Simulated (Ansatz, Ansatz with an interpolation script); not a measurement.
Records of electronic-structure calculations.

```cif
data_sio2
_symmetry_space_group_name_H-M 'P6_222'
_symmetry_Int_Tables_number 180
_cell_length_a 5.0130
_cell_length_b 5.0130
_cell_length_c 5.4700
_cell_angle_alpha 90.000
_cell_angle_beta 90.000
_cell_angle_gamma 120.000
_cell_volume 119.05
loop_
_atom_site_label
_atom_site_type_symbol
_atom_site_symmetry_multiplicity
_atom_site_Wyckoff_symbol
_atom_site_fract_x
_atom_site_fract_y
_atom_site_fract_z
_atom_site_occupancy
Si1 Si 3 c 0.50000 0.50000 0.33333 1
O1 O 6 j 0.19700 0.80300 0.83333 1
_calc_subject 'From a coarse GW mesh to bands everywhere: SiO2 (P6_222)'
_calc_method 'DFT, LDA, plane waves, PAW; PAW set soft_1 (and 3 further levels or steps)'
_calc_program 'Ansatz 0.2.0 and Ansatz with an interpolation script 0.2.0'
_calc_settings_of_one_run 'cutoff 420 eV, 6×6×4 k-mesh, smearing width 0.02 eV, PAW set soft 1'
_calc_notes 'The database entry behind the starting cell is an old determination (1926). The cell and positions come from the Crystallography Open Database and are kept as given unless a step says otherwise. At the band edge the lightest electron mass is 0.51 m_e at the start and 0.47 m_e in G0W0; the G0W0 masses rest on corrections from the 6×6×4 mesh alone and are rough. Bands and cutoff are finite, so the gap is not at the basis limit. The miss can reach some tenths of an eV and take either sign; the mesh is an error of its own. Above the frozen window of the model the interpolated levels need not meet the computed ones, even at points of the mesh.'
_calc_lda_gap '5.33 eV'
_calc_g0w0_gap_over_the_zone '8.37 eV, indirect'
_calc_least_direct_g0w0_gap_in_the_model '8.48 eV'
_calc_gw_settings '6×6×4 mesh, 496 empty bands, screening to 150 eV, PAW set soft_1 files'
_calc_known_limits 'not at the basis limit'
```

[Paths, hosts, dates, memory and timing lines, banners, echoed tables and standing remarks are left out of the program output.]

[Logs are printed without paths, hosts, clocks, repeated set-up lines and the standing remarks that a program may print on its own settings, such as how far it seeks lower states.]

[Runs of the session that timed out or met a known fault of the program may be left out.]

[Hosts, paths, dates, database ids (printed as entryN), source tags and the programs' standing remarks are cut or masked in the printed files.]
